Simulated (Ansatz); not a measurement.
# Ca3PbO (Pm-3m): from the cell to its phonons, part 3 of 3

Aim: the vibrations of Ca3PbO (Pm-3m), their spectra, and whether the structure is stable.

Ansatz 0.2.0; DFT PBEsol, scalar-relativistic, plane waves, PAW; PAW set soft_1.

So far, highest frequency on the path or at a solved wavevector (cm⁻¹): step 5 (the dispersion) 381.

### Step 6. Another isotope, element Ca, natural mass 40.078 amu (continued)

The same force constants with the mass of Ca changed from 40.078 to 47.953 u (phonopy, no LO-TO term). Both lists are sorted by frequency; levels can cross, so a row need not hold one and the same mode. Modes under 3 cm⁻¹ are left out. Isotope shifts, by row, the first 40 of 57 rows:

| q | rank | natural mass (cm⁻¹) | changed mass (cm⁻¹) |
| --- | --- | --- | --- |
| 0 0 0 | 4 | 102.6 | 97.68 |
| 0 0 0 | 5 | 102.6 | 97.68 |
| 0 0 0 | 6 | 102.6 | 97.68 |
| 0 0 0 | 7 | 151.7 | 138.7 |
| 0 0 0 | 8 | 151.7 | 138.7 |
| 0 0 0 | 9 | 151.7 | 138.7 |
| 0 0 0 | 10 | 243.6 | 222.9 |
| 0 0 0 | 11 | 243.6 | 222.9 |
| 0 0 0 | 12 | 243.6 | 222.9 |
| 0 0 0 | 13 | 283.2 | 280.9 |
| 0 0 0 | 14 | 283.2 | 280.9 |
| 0 0 0 | 15 | 283.2 | 280.9 |
| 0 0 -0.5 | 1 | 66.11 | 65.99 |
| 0 0 -0.5 | 2 | 66.11 | 65.99 |
| 0 0 -0.5 | 3 | 80.98 | 80.94 |
| 0 0 -0.5 | 4 | 113.5 | 104.2 |
| 0 0 -0.5 | 5 | 113.5 | 104.2 |
| 0 0 -0.5 | 6 | 149.8 | 136.9 |
| 0 0 -0.5 | 7 | 167.5 | 153.4 |
| 0 0 -0.5 | 8 | 167.5 | 153.4 |
| 0 0 -0.5 | 9 | 179.2 | 165.6 |
| 0 0 -0.5 | 10 | 227.4 | 207.9 |
| 0 0 -0.5 | 11 | 227.4 | 207.9 |
| 0 0 -0.5 | 12 | 231.2 | 211.5 |
| 0 0 -0.5 | 13 | 284.9 | 283.7 |
| 0 0 -0.5 | 14 | 284.9 | 283.7 |
| 0 0 -0.5 | 15 | 381.3 | 377.4 |
| 0 -0.5 -0.5 | 1 | 70.14 | 70.14 |
| 0 -0.5 -0.5 | 2 | 72.43 | 71.65 |
| 0 -0.5 -0.5 | 3 | 72.43 | 72.21 |
| 0 -0.5 -0.5 | 4 | 78.37 | 72.21 |
| 0 -0.5 -0.5 | 5 | 157.5 | 144 |
| 0 -0.5 -0.5 | 6 | 159.1 | 146.1 |
| 0 -0.5 -0.5 | 7 | 159.1 | 146.1 |
| 0 -0.5 -0.5 | 8 | 160.5 | 146.7 |
| 0 -0.5 -0.5 | 9 | 160.5 | 146.7 |
| 0 -0.5 -0.5 | 10 | 194.7 | 179.3 |
| 0 -0.5 -0.5 | 11 | 242 | 221.2 |
| 0 -0.5 -0.5 | 12 | 276.8 | 268.9 |
| 0 -0.5 -0.5 | 13 | 294.1 | 274.6 |

A mode of this element alone would shift by -8.58 %. The highest zone-centre frequency without the field goes from 283.2 to 280.9 cm⁻¹ (-0.8 %). The product of the frequency ratios over all optical modes at Γ is 0.493; the product rule, (m/m′)^(3k/2) (M′/M)^(3/2) with k = 3 such atoms and M the mass of the cell, gives 0.493.

### Step 7. Isotope substitution, element O, natural mass 15.999 amu

The same for O, from 16.00 to 18.00 u.

The same force constants with the mass of O changed from 15.999 to 17.999 u (phonopy, no LO-TO term). Both lists are sorted by frequency; levels can cross, so a row need not hold one and the same mode. Modes under 3 cm⁻¹ are left out. Isotope shifts, by row, the first 40 of 57 rows:

| q | rank | natural mass (cm⁻¹) | changed mass (cm⁻¹) |
| --- | --- | --- | --- |
| 0 0 0 | 4 | 102.6 | 102.3 |
| 0 0 0 | 5 | 102.6 | 102.3 |
| 0 0 0 | 6 | 102.6 | 102.3 |
| 0 0 0 | 7 | 151.7 | 151.7 |
| 0 0 0 | 8 | 151.7 | 151.7 |
| 0 0 0 | 9 | 151.7 | 151.7 |
| 0 0 0 | 10 | 243.6 | 243.2 |
| 0 0 0 | 11 | 243.6 | 243.2 |
| 0 0 0 | 12 | 243.6 | 243.2 |
| 0 0 0 | 13 | 283.2 | 268.9 |
| 0 0 0 | 14 | 283.2 | 268.9 |
| 0 0 0 | 15 | 283.2 | 268.9 |
| 0 0 -0.5 | 1 | 66.11 | 66.11 |
| 0 0 -0.5 | 2 | 66.11 | 66.11 |
| 0 0 -0.5 | 3 | 80.98 | 80.98 |
| 0 0 -0.5 | 4 | 113.5 | 113.2 |
| 0 0 -0.5 | 5 | 113.5 | 113.2 |
| 0 0 -0.5 | 6 | 149.8 | 149.8 |
| 0 0 -0.5 | 7 | 167.5 | 167.5 |
| 0 0 -0.5 | 8 | 167.5 | 167.5 |
| 0 0 -0.5 | 9 | 179.2 | 177.8 |
| 0 0 -0.5 | 10 | 227.4 | 227.4 |
| 0 0 -0.5 | 11 | 227.4 | 227.4 |
| 0 0 -0.5 | 12 | 231.2 | 231.2 |
| 0 0 -0.5 | 13 | 284.9 | 269.6 |
| 0 0 -0.5 | 14 | 284.9 | 269.6 |
| 0 0 -0.5 | 15 | 381.3 | 362.5 |
| 0 -0.5 -0.5 | 1 | 70.14 | 70.14 |
| 0 -0.5 -0.5 | 2 | 72.43 | 72.4 |
| 0 -0.5 -0.5 | 3 | 72.43 | 72.4 |
| 0 -0.5 -0.5 | 4 | 78.37 | 78.37 |
| 0 -0.5 -0.5 | 5 | 157.5 | 157.5 |
| 0 -0.5 -0.5 | 6 | 159.1 | 158.9 |
| 0 -0.5 -0.5 | 7 | 159.1 | 158.9 |
| 0 -0.5 -0.5 | 8 | 160.5 | 160.5 |
| 0 -0.5 -0.5 | 9 | 160.5 | 160.5 |
| 0 -0.5 -0.5 | 10 | 194.7 | 193.2 |
| 0 -0.5 -0.5 | 11 | 242 | 242 |
| 0 -0.5 -0.5 | 12 | 276.8 | 262.9 |
| 0 -0.5 -0.5 | 13 | 294.1 | 294.1 |

A mode of this element alone would shift by -5.72 %. The highest zone-centre frequency without the field goes from 283.2 to 268.9 cm⁻¹ (-5.1 %). The product of the frequency ratios over all optical modes at Γ is 0.845; the product rule, (m/m′)^(3k/2) (M′/M)^(3/2) with k = 1 such atoms and M the mass of the cell, gives 0.845.

### Step 8. Isotope substitution, element Pb, natural mass 207.2 amu

The same for Pb, from 207.20 to 203.97 u.

The same force constants with the mass of Pb changed from 207.200 to 203.973 u (phonopy, no LO-TO term). Both lists are sorted by frequency; levels can cross, so a row need not hold one and the same mode. Modes under 3 cm⁻¹ are left out. Isotope shifts, by row, the first 40 of 57 rows:

| q | rank | natural mass (cm⁻¹) | changed mass (cm⁻¹) |
| --- | --- | --- | --- |
| 0 0 0 | 4 | 102.6 | 102.9 |
| 0 0 0 | 5 | 102.6 | 102.9 |
| 0 0 0 | 6 | 102.6 | 102.9 |
| 0 0 0 | 7 | 151.7 | 151.7 |
| 0 0 0 | 8 | 151.7 | 151.7 |
| 0 0 0 | 9 | 151.7 | 151.7 |
| 0 0 0 | 10 | 243.6 | 243.6 |
| 0 0 0 | 11 | 243.6 | 243.6 |
| 0 0 0 | 12 | 243.6 | 243.6 |
| 0 0 0 | 13 | 283.2 | 283.2 |
| 0 0 0 | 14 | 283.2 | 283.2 |
| 0 0 0 | 15 | 283.2 | 283.2 |
| 0 0 -0.5 | 1 | 66.11 | 66.62 |
| 0 0 -0.5 | 2 | 66.11 | 66.62 |
| 0 0 -0.5 | 3 | 80.98 | 81.61 |
| 0 0 -0.5 | 4 | 113.5 | 113.5 |
| 0 0 -0.5 | 5 | 113.5 | 113.5 |
| 0 0 -0.5 | 6 | 149.8 | 149.8 |
| 0 0 -0.5 | 7 | 167.5 | 167.5 |
| 0 0 -0.5 | 8 | 167.5 | 167.5 |
| 0 0 -0.5 | 9 | 179.2 | 179.2 |
| 0 0 -0.5 | 10 | 227.4 | 227.4 |
| 0 0 -0.5 | 11 | 227.4 | 227.4 |
| 0 0 -0.5 | 12 | 231.2 | 231.2 |
| 0 0 -0.5 | 13 | 284.9 | 284.9 |
| 0 0 -0.5 | 14 | 284.9 | 284.9 |
| 0 0 -0.5 | 15 | 381.3 | 381.3 |
| 0 -0.5 -0.5 | 1 | 70.14 | 70.7 |
| 0 -0.5 -0.5 | 2 | 72.43 | 72.98 |
| 0 -0.5 -0.5 | 3 | 72.43 | 72.98 |
| 0 -0.5 -0.5 | 4 | 78.37 | 78.37 |
| 0 -0.5 -0.5 | 5 | 157.5 | 157.5 |
| 0 -0.5 -0.5 | 6 | 159.1 | 159.1 |
| 0 -0.5 -0.5 | 7 | 159.1 | 159.1 |
| 0 -0.5 -0.5 | 8 | 160.5 | 160.5 |
| 0 -0.5 -0.5 | 9 | 160.5 | 160.5 |
| 0 -0.5 -0.5 | 10 | 194.7 | 194.7 |
| 0 -0.5 -0.5 | 11 | 242 | 242 |
| 0 -0.5 -0.5 | 12 | 276.8 | 276.8 |
| 0 -0.5 -0.5 | 13 | 294.1 | 294.1 |

A mode of this element alone would shift by +0.79 %. The highest zone-centre frequency without the field goes from 283.2 to 283.2 cm⁻¹ (+0.0 %). The product of the frequency ratios over all optical modes at Γ is 1.010; the product rule, (m/m′)^(3k/2) (M′/M)^(3/2) with k = 1 such atoms and M the mass of the cell, gives 1.009.

### Step 9. Results

| Property | Result |
| --- | --- |
| space group after relaxation (within 0.01 Å) | Pm-3m |
| volume per atom | 22.1 Å³ |
| electronic character | no gap on this mesh |
| highest optical mode at the zone centre (no LO-TO term) | 283 cm⁻¹ |
| lowest optical zone-centre mode | 103 cm⁻¹ |
| lowest mode on the q mesh (acoustic modes at Γ apart) | 66.1 cm⁻¹ |
| highest frequency on the path or at a solved wavevector | 381 cm⁻¹ |
| zero-point energy per atom | 33.7 meV |
| heat capacity at 300 K | 23.1 J/(mol atoms K) |
| vibrational entropy at 300 K | 33.1 J/(mol atoms K) |
| Debye temperature (second moment) | 376 K |
| imaginary modes on the 2×2×2 q mesh | none |

What this shows: The structure is a minimum as far as tested: no mode is imaginary at the 4 irreducible wavevectors of the 2×2×2 mesh, and the softest away from the acoustic zeros lies at 66 cm⁻¹. The optical modes at Γ span 103 to 283 cm⁻¹. The highest mode in this list at Γ, 283.2 cm⁻¹, is mostly motion of O (89 % of the kinetic energy). With no gap, or one that is small against the smearing, the frequencies hang on the k mesh and the smearing, most of all near Kohn anomalies. Spin-orbit coupling is left out, which can matter for the heavy elements here. The PAW files were made for PBE and serve the other functionals too. These are harmonic frequencies at zero temperature: anharmonic shifts, linewidths and thermal expansion are left out.

[Hosts, paths, dates, database ids (printed as entryN), source tags and the programs' standing remarks are cut or masked in the printed files.]
